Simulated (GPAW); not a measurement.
# NaF (Villiaumite): optical spectrum from first principles

Wanted: where NaF (Villiaumite) starts to absorb, how strongly, and its refractive index.

Main program and level: GPAW 26.7.0; DFT, LDA, plane-wave PAW (GPAW data sets), scalar-relativistic, RPA, optical limit.

Report form: the programs' logs are mostly left out.

**1. Starting point**

The structure is cubic, space group Fm-3m (No. 225). The conventional cell has a = 4.640 Å, b = 4.640 Å, c = 4.640 Å, α = 90.00°, β = 90.00°, γ = 90.00°. Nearest to Na lie 6 F at 2.32 Å. F has 6 Na at 2.32 Å nearest. Farther neighbours and most contacts between anions are not listed.

**2. Ground state**

First the ground state: is it a metal or has it a gap?

This step: DFT, LDA, plane-wave PAW (GPAW data sets), scalar-relativistic, ground state (GPAW 26.7.0).

gs.py reads:

```python
from ase import Atoms
from ase.dft.bandgap import bandgap
from gpaw import GPAW, PW, FermiDirac

atoms = Atoms(['Na', 'F'],
              cell=[[0.000000000000, 2.320000000000, 2.320000000000],
                    [2.320000000000, 0.000000000000, 2.320000000000],
                    [2.320000000000, 2.320000000000, 0.000000000000]],
              scaled_positions=[[0.000000000000, 0.000000000000, 0.000000000000],
                                [0.500000000000, 0.500000000000, 0.500000000000]],
              pbc=[True, True, True])
atoms.calc = GPAW(mode=PW(400), xc='LDA', kpts={'size': (8, 8, 8), 'gamma': True},
                  occupations=FermiDirac(0.05), maxiter=150, txt='gs.txt')
print('energy (eV)', atoms.get_potential_energy())
print('Fermi level (eV)', atoms.calc.get_fermi_level())
print('valence electrons', atoms.calc.get_number_of_electrons())
print('gap (eV)', bandgap(atoms.calc, output=None)[0])
print('direct gap (eV)', bandgap(atoms.calc, direct=True, output=None)[0])
atoms.calc.write('gs.gpw')
```

Run with:

```
OMP_NUM_THREADS=1 python gs.py
```

Run time: 3.1 s. Hardware: 1 thread of Arm Neoverse V2, shared host; peak memory 0.12 GiB.

Numbers from this step:

| Item | Value |
| --- | --- |
| energy | -8.154 eV |
| Fermi energy | -0.2043 eV |
| gap on the k-mesh | 5.912 eV |
| direct gap on the mesh | 5.912 eV |
| electrons | 14 |

There is a gap, 5.91 eV on this mesh (points off the mesh can give less), so no carriers' term is needed.

**3. Bands for the response**

At the fixed density, many empty bands are solved on the mesh of the response, since the spectrum sums over them.

This step: DFT, LDA, plane-wave PAW (GPAW data sets), scalar-relativistic, bands at fixed density (GPAW 26.7.0).

nscf.py reads:

```python
from ase.dft.bandgap import bandgap
from gpaw import GPAW, FermiDirac

calc = GPAW('gs.gpw').fixed_density(kpts={'size': (16, 16, 16), 'gamma': True}, nbands=28, convergence={'bands': 22},
                                    occupations=FermiDirac(0.001), txt='nscf.txt')
print('gap (eV)', bandgap(calc, output=None)[0])
print('direct gap (eV)', bandgap(calc, direct=True, output=None)[0])
print('top band over the Fermi level (eV)', min(calc.get_eigenvalues(kpt=k)[21] for k in range(len(calc.get_ibz_k_points()))) - calc.get_fermi_level())
calc.write('full.gpw', mode='all')
```

Run with:

```
OMP_NUM_THREADS=1 python nscf.py
```

The job ended after 21 s (1 thread; peak memory 0.17 GiB).

**4. Dielectric function, RPA**

Local fields let the induced charge screen the field inside the cell, which as a rule lowers ε, most along directions where the density is uneven.

This step: DFT, LDA, plane-wave PAW (GPAW data sets), scalar-relativistic, RPA, optical limit (GPAW 26.7.0).

df.py reads:

```python
from gpaw.response.df import DielectricFunction

df = DielectricFunction('full.gpw', frequencies={'type': 'nonlinear', 'domega0': 0.03, 'omega2': 8},
                        ecut=50,
                        eta=0.1,
                        nbands=22,
                        txt='df.txt')
for direction in ['x']:
    df.get_dielectric_function(xc='RPA', direction=direction, filename=f'df_{direction}.csv')
```

Run with:

```
OMP_NUM_THREADS=1 python df.py
```

Elapsed: 4.9 s, on 1 thread; peak memory 0.2 GiB.

Read-outs, printed or worked out from the files:

```
electronic dielectric constant ε∞, mean over x, y and z (by symmetry where fewer were run) : 1.824
main peak of Im epsilon, first axis                                                        : 13.47 eV
centre of weight of the strongest loss peak in the window                                  : 20.75 eV
```

Some rows of df_x.csv (energy; Re and Im without local fields; Re and Im with them):

```text
0.000000, 1.887438, 0.000000, 1.824329, 0.000000
0.555532, 1.889439, 0.000724, 1.826195, 0.000675
1.143969, 1.896033, 0.001529, 1.832345, 0.001427
1.768324, 1.908474, 0.002481, 1.843960, 0.002318
2.431988, 1.928801, 0.003694, 1.862971, 0.003458
3.138794, 1.960573, 0.005398, 1.892763, 0.005071
3.893091, 2.010773, 0.008160, 1.940040, 0.007706
4.699832, 2.096414, 0.013923, 2.021277, 0.013269
5.564682, 2.287995, 0.039179, 2.205568, 0.038047
6.494155, 2.366678, 0.559224, 2.273730, 0.551815
7.495775, 2.305195, 0.858742, 2.198964, 0.837478
8.578281, 2.095958, 0.712109, 1.975597, 0.681970
9.751884, 2.119031, 0.939292, 1.978654, 0.872603
11.028587, 1.656338, 1.166724, 1.545757, 1.049685
12.422601, 1.698247, 0.738073, 1.548652, 0.617707
13.950874, 0.772891, 1.402303, 0.918067, 1.314605
15.633783, 1.090409, 0.869767, 1.088943, 0.737774
17.496047, 1.090881, 0.692219, 1.105923, 0.580216
19.567954, 0.837647, 1.209172, 1.097135, 1.027791
21.887015, 0.755108, 0.475197, 0.827888, 0.459554
24.500258, 0.754014, 0.251232, 0.773188, 0.274919
```

The Im ε, E ∥ x has structure finer than the step of the table below, so its rows give means over 1 eV, whole bins alone (the curve runs from 0 to 25.0 eV). Peaks (eV: height): 7.5: 0.837, 9.2: 0.920, 9.9: 1.01, 10.6: 1.22, 13.5: 1.78, 20.1: 1.21.

Values under the direct gap are tails of Lorentzian lines. The Im ε, E ∥ x by photon energy; means over each step:

```
photon energy (eV)  Im ε, E ∥ x
                 1      0.00125
                 2      0.00271
                 3      0.00476
                 4      0.00840
                 5       0.0188
                 6        0.232
                 7        0.581
                 8        0.726
                 9        0.768
                10        0.881
                11        0.995
                12        0.709
                13        0.979
                14         1.31
                15        0.780
                16        0.728
                17        0.637
                18        0.614
                19        0.865
                20         1.01
                21        0.514
                22        0.445
                23        0.420
                24        0.409
```

Table of Re ε, E ∥ x by photon energy:

photon energy (eV), Re ε, E ∥ x and a bar from the least value:
```
        0       1.82 ####################
        1       1.83 ####################
        2       1.85 ####################
        3       1.89 #####################
        4       1.95 ######################
        5       2.07 ########################
        6       2.43 ##############################
        7       2.16 #########################
        8       2.13 #########################
        9       1.99 ######################
       10       1.69 #################
       11       1.57 ###############
       12       1.44 #############
       13       2.01 #######################
       14       0.91 ####
       15       1.00 #####
       16       1.05 ######
       17       1.10 #######
       18       1.17 ########
       19       1.17 ########
       20       0.82 ##
       21       0.69 
       22       0.81 ##
       23       0.91 ####
       24       0.84 ###
```

Refractive index n and extinction k against photon energy:

```
photon energy (eV)      n        k
                 0   1.35        0
                 1   1.35   4.6e-4
                 2   1.36   9.9e-4
                 3   1.37  0.00171
                 4   1.40  0.00294
                 5   1.44  0.00602
                 6   1.56   0.0740
                 7   1.48    0.190
                 8   1.47    0.200
                 9   1.44    0.282
                10   1.34    0.327
                11   1.31    0.395
                12   1.23    0.275
                13   1.44    0.267
                14   1.11    0.569
                15   1.07    0.371
                16   1.08    0.346
                17   1.09    0.291
                18   1.12    0.276
                19   1.15    0.392
                20   1.06    0.560
                21  0.878    0.275
                22  0.936    0.261
                23  0.976    0.214
                24  0.943    0.214
```

The Im ε, E ∥ x has structure finer than the step of the table below, so its rows give means over 0.5 eV, whole bins alone (the curve runs from 0 to 25.0 eV). Peaks (eV: height): without local fields 7.50: 0.859, 10.59: 1.35, 13.43: 2.29, 19.94: 1.23; with local fields 7.50: 0.837, 9.15: 0.920, 9.89: 1.01, 10.59: 1.22, 13.51: 1.78, 20.06: 1.21.

Values under the direct gap are tails of Lorentzian lines. Table of Im ε, E ∥ x by photon energy; means over each step:

```
photon energy (eV)  without local fields  with local fields
               0.5                6.5e-4             6.1e-4
               1.0               0.00133            0.00124
               1.5               0.00206            0.00192
               2.0               0.00288            0.00269
               2.5               0.00384            0.00360
               3.0               0.00503            0.00472
               3.5               0.00657            0.00619
               4.0               0.00874            0.00826
               4.5                0.0121             0.0115
               5.0                0.0184             0.0177
               5.5                0.0377             0.0366
               6.0                 0.223              0.220
               6.5                 0.467              0.461
               7.0                 0.617              0.606
               7.5                 0.702              0.685
               8.0                 0.716              0.693
               8.5                 0.773              0.742
               9.0                 0.861              0.818
               9.5                 0.822              0.770
              10.0                 0.957              0.885
              10.5                  1.14               1.04
              11.0                  1.10              0.992
              11.5                 0.945              0.841
              12.0                 0.795              0.687
              12.5                 0.761              0.624
              13.0                  1.16              0.851
              13.5                  2.03               1.65
              14.0                  1.37               1.28
              14.5                 0.997              0.927
              15.0                 0.873              0.781
              15.5                 0.841              0.719
              16.0                 0.863              0.729
              16.5                 0.806              0.685
              17.0                 0.762              0.642
              17.5                 0.719              0.599
              18.0                 0.761              0.618
              18.5                 0.889              0.682
              19.0                  1.12              0.899
              19.5                  1.16              0.979
              20.0                  1.10               1.11
              20.5                 0.623              0.702
              21.0                 0.475              0.488
              21.5                 0.473              0.473
              22.0                 0.464              0.460
              22.5                 0.399              0.392
              23.0                 0.436              0.416
              23.5                 0.451              0.457
              24.0                 0.393              0.413
              24.5                 0.293              0.316
```

The reflectivity at normal incidence, E ∥ x has structure finer than the step of the table below, so its rows give means over 1 eV, whole bins alone (the curve runs from 0 to 25.0 eV). Peaks (eV: height): 7.5: 5.27, 8.1: 4.99, 9.8: 5.02, 10.6: 5.87, 13.5: 9.19, 20.2: 8.35.

Reflectivity at normal incidence, E ∥ x against photon energy; means over each step:

| photon energy (eV) | reflectivity at normal incidence, E ∥ x (%) |
| --- | --- |
| 1 | 2.25 |
| 2 | 2.33 |
| 3 | 2.48 |
| 4 | 2.74 |
| 5 | 3.26 |
| 6 | 4.52 |
| 7 | 4.62 |
| 8 | 4.34 |
| 9 | 4.16 |
| 10 | 4.45 |
| 11 | 4.36 |
| 12 | 2.82 |
| 13 | 5.22 |
| 14 | 6.98 |
| 15 | 3.19 |
| 16 | 2.68 |
| 17 | 2.12 |
| 18 | 1.97 |
| 19 | 3.49 |
| 20 | 6.35 |
| 21 | 3.02 |
| 22 | 1.71 |
| 23 | 1.26 |
| 24 | 1.45 |

Optical constants at common wavelengths, from n + ik = √ε:

| wavelength (nm) | n | k | R (%) | 1/α |
| --- | --- | --- | --- | --- |
| 1064 | 1.35 | 0.001 | 2.3 | 157 µm |
| 800 | 1.36 | 0.001 | 2.3 | 87 µm |
| 633 | 1.36 | 0.001 | 2.3 | 52 µm |
| 532 | 1.36 | 0.001 | 2.4 | 35 µm |
| 405 | 1.37 | 0.002 | 2.5 | 18 µm |
| 365 | 1.38 | 0.002 | 2.6 | 14 µm |
| 248 | 1.44 | 0.006 | 3.2 | 3.3 µm |

Below the direct gap, k and the depth come from the tails of the Lorentzian lines, not from transitions.

**5. Summary of results**

```json
{
  "electronic dielectric constant ε∞, mean over x, y and z (by symmetry where fewer were run) (RPA)": "1.82",
  "main peak of Im epsilon, first axis": "13.5 eV",
  "centre of weight of the strongest loss peak in the window, first axis": "20.7 eV"
}
```

What this shows: At this level (LDA, RPA) NaF has ε∞ = 1.82 and n = 1.35 at 1550 nm, and Im ε peaks at 13.5 eV. On the mesh the gap is 5.91 eV and the least direct gap 5.91 eV. Local fields change the static value along x from 1.89 to 1.82 (-3 %). Distinct maxima of Im ε, read by a parabola through the highest points, lie at 10.60 eV (1.2), 11.03 eV (1.0), 13.47 eV (1.8) and 20.02 eV (1.2). Excitons and phonon-assisted transitions are missing; LDA gaps are as a rule too small, which pulls the onset down and ε∞ up. The sum runs over mesh points, so small or evenly spaced maxima can still be ripples of the mesh. In this version of GPAW the matrix elements of the optical limit are incomplete, which can lower ε − 1 by up to a tenth where first-row anions or d states rule, and shift it by more in d metals.

[Machine, clock and banner lines and Python warnings are left out of the logs.]

[Logs are printed without paths, hosts, clocks, repeated set-up lines and the standing remarks that a program may print on its own settings, such as how far it seeks lower states.]

[Hosts, paths, dates, database ids (printed as entryN), source tags and the programs' standing remarks are cut or masked in the printed files.]
